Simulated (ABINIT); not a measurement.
# YAlS3 (Pm-3m): zone-centre phonons

Which modes does YAlS3 (Pm-3m) have at the zone centre?

Main program and level: ABINIT 10.8.3; DFT LDA, scalar-relativistic, plane waves, PseudoDojo norm-conserving pseudopotentials.

This is a report of a sequence of runs, with most program output left out.

The structure was built from a prototype and need not be the compound's stable phase.

**1. Starting point**

It takes space group Pm-3m (No. 221, cubic). Conventional cell: a = 4.617 Å, b = 4.617 Å, c = 4.617 Å, α = 90.00°, β = 90.00°, γ = 90.00°. Y has 12 S at 3.26 Å nearest. Nearest to Al lie 6 S at 2.31 Å. S has 2 Al at 2.31 Å and 4 Y at 3.26 Å nearest. Farther neighbours and most contacts between anions are not listed.

Structure file:

```cif
data_structure
_symmetry_space_group_name_H-M 'P 1'
_symmetry_Int_Tables_number 1
_cell_length_a 4.6172
_cell_length_b 4.6172
_cell_length_c 4.6172
_cell_angle_alpha 90.000
_cell_angle_beta 90.000
_cell_angle_gamma 90.000
_cell_volume 98.43
loop_
_atom_site_label
_atom_site_type_symbol
_atom_site_fract_x
_atom_site_fract_y
_atom_site_fract_z
_atom_site_occupancy
Y1 Y 0.00000 0.00000 0.00000 1
Al2 Al 0.50000 0.50000 0.50000 1
S3 S 0.50000 0.50000 0.00000 1
S4 S 0.50000 0.00000 0.50000 1
S5 S 0.00000 0.50000 0.50000 1
```

**2. A first look**

A first run with smearing and empty bands tells whether the crystal has a gap, which decides between fixed occupations and smearing later on.

Input file probe.abi:

```
# ground state
tolvrs 1.0d-08
prtden 1
prtwf 1

# basis, mesh and filling
ecut 38.0
ecutsm 3.0
ngkpt 4 4 4
nshiftk 1
shiftk 0.0 0.0 0.0
istwfk *1
occopt 7
tsmear 0.005
nband 24
nstep 100
diemac 9.0
prtebands 0
prtgsr 0
useylm 1

# cell and atoms
acell 3*1.0 Angstrom
rprim 
    4.6172 0.0 0.0
    0.0 4.6172 0.0
    0.0 0.0 4.6172
ntypat 3
znucl 39 13 16
natom 5
typat 1 2 3 3 3
xred 
    0.0 0.0 0.0
    0.5 0.5 0.5
    0.5 0.5 0.0
    0.5 0.0 0.5
    0.0 0.5 0.5
pp_dirpath "./pseudo"
pseudos "Y.upf, Al.upf, S.upf"
```

On the command line:

```bash
OMP_NUM_THREADS=1 mpirun -n 4 abinit probe.abi > probe.log
```

It took 19 s on 4 MPI ranks of Arm Neoverse V2, shared host; 74 s of CPU time.

Numbers from this step:

```yaml
volume_per_atom: 19.69 Å³
pressure: -4.661 GPa
gap_on_the_k_mesh: 0 eV
```

No gap opens on this mesh, so smearing is kept.

**3. Rough relaxation**

The typed start is rough, so a first relaxation with smearing and loose thresholds takes it towards rest cheaply.

Input file prerelax.abi:

```
# relaxation
ionmov 2
optcell 2
dilatmx 1.15
chkdilatmx 0
ntime 40
tolmxf 3.0d-04
tolvrs 1.0d-10
prtwf 0
prtden 0
chksymtnons 0

# basis, mesh and filling
ecut 30.4
ecutsm 3.0
ngkpt 4 4 4
nshiftk 1
shiftk 0.0 0.0 0.0
istwfk *1
occopt 7
tsmear 0.005
nband 24
nstep 100
diemac 1000000.0
prtebands 0
prtgsr 0
useylm 1

# cell and atoms
acell 3*1.0 Angstrom
rprim 
    4.6172 0.0 0.0
    0.0 4.6172 0.0
    0.0 0.0 4.6172
ntypat 3
znucl 39 13 16
natom 5
typat 1 2 3 3 3
xred 
    0.0 0.0 0.0
    0.5 0.5 0.5
    0.5 0.5 0.0
    0.5 0.0 0.5
    0.0 0.5 0.5
pp_dirpath "./pseudo"
pseudos "Y.upf, Al.upf, S.upf"
```

On the command line:

```bash
OMP_NUM_THREADS=1 mpirun -n 4 abinit prerelax.abi > prerelax.log
```

Run time: 65 s. Hardware: 4 MPI ranks.

Step by step:

| step | energy less that of the first step (eV) | largest force (eV/Å) | volume (Å³) |
| --- | --- | --- | --- |
| 1 | 0.0000 | 0.0000 | 98.43 |
| 2 | -0.0357 | 0.0000 | 97.04 |
| 3 | -0.0771 | 0.0000 | 93.10 |
| 4 | -0.0774 | 0.0000 | 93.36 |

| conventional cell, symmetrised | before | after | change |
| --- | --- | --- | --- |
| a (Å) | 4.617 | 4.537 | -1.7 % |
| b (Å) | 4.617 | 4.537 | -1.7 % |
| c (Å) | 4.617 | 4.537 | -1.7 % |
| volume (Å³/atom) | 19.69 | 18.67 | -5.2 % |

The relaxed structure:

```cif
data_structure
_symmetry_space_group_name_H-M 'P 1'
_symmetry_Int_Tables_number 1
_cell_length_a 4.5365
_cell_length_b 4.5365
_cell_length_c 4.5365
_cell_angle_alpha 90.000
_cell_angle_beta 90.000
_cell_angle_gamma 90.000
_cell_volume 93.36
loop_
_atom_site_label
_atom_site_type_symbol
_atom_site_fract_x
_atom_site_fract_y
_atom_site_fract_z
_atom_site_occupancy
Y1 Y 0.00000 0.00000 0.00000 1
Al2 Al 0.50000 0.50000 0.50000 1
S3 S 0.50000 0.50000 0.00000 1
S4 S 0.50000 0.00000 0.50000 1
S5 S 0.00000 0.50000 0.50000 1
```

This step gave:

| Item | Value |
| --- | --- |
| volume per atom | 18.67 Å³ |
| pressure | -0.01285 GPa |

The volume changes by -5.2 % in this run and stands -5.2 % from the first cell.

**4. Relaxing the cell and atoms**

The harmonic expansion needs vanishing forces, and a free crystal bears no stress, so cell and atoms are brought to rest. Stress is more sensitive to the basis than forces are: the last 3 Ha under the cutoff are smoothed with ecutsm.

Input file relax.abi:

```
# relaxation
ionmov 2
optcell 2
dilatmx 1.08
ntime 40
tolmxf 1.0d-05
tolvrs 1.0d-14
prtwf 0
prtden 0
chksymtnons 0

# basis, mesh and filling
ecut 38.0
ecutsm 3.0
ngkpt 6 6 6
nshiftk 1
shiftk 0.0 0.0 0.0
istwfk *1
occopt 7
tsmear 0.01
nband 24
nstep 100
diemac 1000000.0
prtebands 0
prtgsr 0
useylm 1

# cell and atoms
acell 3*1.0 Angstrom
rprim 
    4.536513698 0.0 0.0
    0.0 4.536513698 0.0
    0.0 0.0 4.536513698
ntypat 3
znucl 39 13 16
natom 5
typat 1 2 3 3 3
xred 
    0.0 0.0 0.0
    0.5 0.5 0.5
    0.5 0.5 0.0
    0.5 0.0 0.5
    0.0 0.5 0.5
pp_dirpath "./pseudo"
pseudos "Y.upf, Al.upf, S.upf"
```

On the command line:

```bash
OMP_NUM_THREADS=1 mpirun -n 4 abinit relax.abi > relax.log
```

The job ended after 1.8 min (4 MPI ranks).

Little changed from the start: no atom moved by 0.005 Å and no cell edge by 0.1 %.

This step gave:

```yaml
volume_per_atom: 18.66 Å³
pressure: 2.63e-5 GPa
```

The volume changes by -0.1 % in this run and stands -5.2 % from the first cell.

**5. Ground state**

First-order wavefunctions inherit every error of the ground state, hence the very tight tolvrs. ecutsm is kept as in the relaxation, so that the cell stays at rest. Smearing stays on, as the first look found no gap above 0.3 eV.

Input file gs.abi:

```
# ground state
tolvrs 1.0d-16
prtden 1
prtwf 1

# basis, mesh and filling
ecut 38.0
ecutsm 3.0
ngkpt 6 6 6
nshiftk 1
shiftk 0.0 0.0 0.0
istwfk *1
occopt 7
tsmear 0.01
nband 24
nstep 100
diemac 1000000.0
prtebands 0
prtgsr 0
useylm 1

# cell and atoms
acell 3*1.0 Angstrom
rprim 
    4.535669189 0.0 0.0
    0.0 4.535669189 0.0
    0.0 0.0 4.535669189
ntypat 3
znucl 39 13 16
natom 5
typat 1 2 3 3 3
xred 
    0.0 0.0 0.0
    0.5 0.5 0.5
    0.5 0.5 0.0
    0.5 0.0 0.5
    0.0 0.5 0.5
pp_dirpath "./pseudo"
pseudos "Y.upf, Al.upf, S.upf"
```

On the command line:

```bash
OMP_NUM_THREADS=1 mpirun -n 4 abinit gs.abi > gs.log
```

The job ended after 33 s (4 MPI ranks; 2.2 min of CPU time).

This step gave:

* pressure: 2.66e-5 GPa

The cell stands at 2.7e-5 GPa, close enough for phonons.

**6. Zone-centre response**

At q = 0 one unit cell holds all displacements. The response is solved for single atoms along the cell's directions, and symmetry skips those that follow from others. The crystal is treated as a metal, which screens a static field, so no field response is asked.

Input file dfpt_gamma.abi:

```

# common to the responses
getwfk_filepath "gso_WFK"
kptopt 2
nqpt 1
qpt 0.0 0.0 0.0
asr 0
chneut 0

# displacements
rfphon 1
rfatpol 1 5
rfdir 1 1 1
tolvrs 1.0d-10
prtwf 0

# basis, mesh and filling
ecut 38.0
ecutsm 3.0
ngkpt 6 6 6
nshiftk 1
shiftk 0.0 0.0 0.0
istwfk *1
occopt 7
tsmear 0.01
nband 24
nstep 100
diemac 1000000.0
prtebands 0
prtgsr 0
useylm 1

# cell and atoms
acell 3*1.0 Angstrom
rprim 
    4.535669189 0.0 0.0
    0.0 4.535669189 0.0
    0.0 0.0 4.535669189
ntypat 3
znucl 39 13 16
natom 5
typat 1 2 3 3 3
xred 
    0.0 0.0 0.0
    0.5 0.5 0.5
    0.5 0.5 0.0
    0.5 0.0 0.5
    0.0 0.5 0.5
pp_dirpath "./pseudo"
pseudos "Y.upf, Al.upf, S.upf"
```

On the command line:

```bash
OMP_NUM_THREADS=1 mpirun -n 4 abinit dfpt_gamma.abi > dfpt_gamma.log
```

It took 3.9 min on 4 MPI ranks.

Read from the output:

- largest acoustic frequency at the zone centre before the sum rule: 4.05 cm⁻¹
- highest optical zone-centre mode (no LO-TO term): 480.5 cm⁻¹
- lowest optical zone-centre mode: -169.4 cm⁻¹

The acoustic modes at Γ come out as far as 4.0 cm⁻¹ from zero, where they should vanish, a small numerical error. The lowest optical mode is imaginary, 169i cm⁻¹, an instability at this level and on this k mesh.

**7. Modes with the sum rule**

anaddb reads the merged derivatives and imposes the acoustic sum rule.

Input file anaddb.abi:

```
ddb_filepath "gamma_DDB"
output_file "anaddb.abo"
outdata_prefix "anaddb"
asr 1
chneut 1
enunit 2
eivec 1
nph1l 1
qph1l 0.0 0.0 0.0 1.0
```

Input file mrgddb.in:

```
gamma_DDB
merged
2
dfpt_gammao_DDB
gso_DDB
```

On the command line:

```bash
mrgddb < mrgddb.in > mrgddb.log
OMP_NUM_THREADS=1 anaddb anaddb.abi > anaddb.log
```

Elapsed: 0.52 s, on 1 thread.

No LO-TO term; unit eigenvectors of the mass-weighted matrix, from anaddb's displacements. Modes at Γ, with each element's share of the kinetic energy (negative means imaginary):

| mode | frequency (cm⁻¹) | symmetry | Y % | Al % | S % |
| --- | --- | --- | --- | --- | --- |
| 1 | -169.4 | T2u | 0 | 0 | 100 |
| 2 | -169.4 | T2u | 0 | 0 | 100 |
| 3 | -169.4 | T2u | 0 | 0 | 100 |
| 4 | -159.0 | T1u | 45 | 0 | 55 |
| 5 | -159.0 | T1u | 45 | 0 | 55 |
| 6 | -159.0 | T1u | 45 | 0 | 55 |
| 7 | 0.0 | acoustic | 42 | 13 | 45 |
| 8 | 0.0 | acoustic | 42 | 13 | 45 |
| 9 | 0.0 | acoustic | 42 | 13 | 45 |
| 10 | 103.8 | T1u | 13 | 49 | 38 |
| 11 | 103.8 | T1u | 13 | 49 | 38 |
| 12 | 103.8 | T1u | 13 | 49 | 38 |
| 13 | 480.5 | T1u | 0 | 38 | 62 |
| 14 | 480.5 | T1u | 0 | 38 | 62 |
| 15 | 480.5 | T1u | 0 | 38 | 62 |

Displacements in mode 2 (-169.4 cm⁻¹), the largest set to 1:
```
Y1   0.00  0.00  0.00
Al2  0.00  0.00  0.00
S3   0.00  1.00  0.00
S4   0.00  0.00  0.00
S5   0.00 -1.00  0.00
```

Displacements in mode 14 (480.5 cm⁻¹), the largest set to 1:
```
Y1   0.00  0.00  0.00
Al2  0.00  0.87  0.00
S3   0.00  0.13  0.00
S4   0.00 -1.00  0.00
S5   0.00  0.13  0.00
```

The rule moves no optical mode by more than 0.1 cm⁻¹.

**8. Outcome**

```
space group after relaxation                                           : Pm-3m
volume per atom                                                        : 18.7 Å³
highest optical zone-centre mode (no LO-TO term)                       : 480.5 cm⁻¹
lowest optical zone-centre mode                                        : -169.4 cm⁻¹
imaginary optical modes at the zone centre (no q mesh in this session) : yes
```

What this shows: At the LDA level the optical modes of YAlS3 (Pm-3m) at the zone centre run from 169i to 480 cm⁻¹, so the structure is a saddle point, with 6 modes beyond 10i cm⁻¹ there. These are harmonic frequencies at zero temperature: anharmonic shifts and linewidths and thermal expansion are left out. In a metal the frequencies hang on the k mesh and the smearing, most of all near Kohn anomalies. The structure is a hypothetical one, built on a prototype.

[Host names and launcher messages were left out of these logs when they were recorded.]

[Logs are printed without paths, hosts, clocks, repeated set-up lines and the standing remarks that a program may print on its own settings, such as how far it seeks lower states.]

[Hosts, paths, dates, database ids (printed as entryN), source tags and the programs' standing remarks are cut or masked in the printed files.]
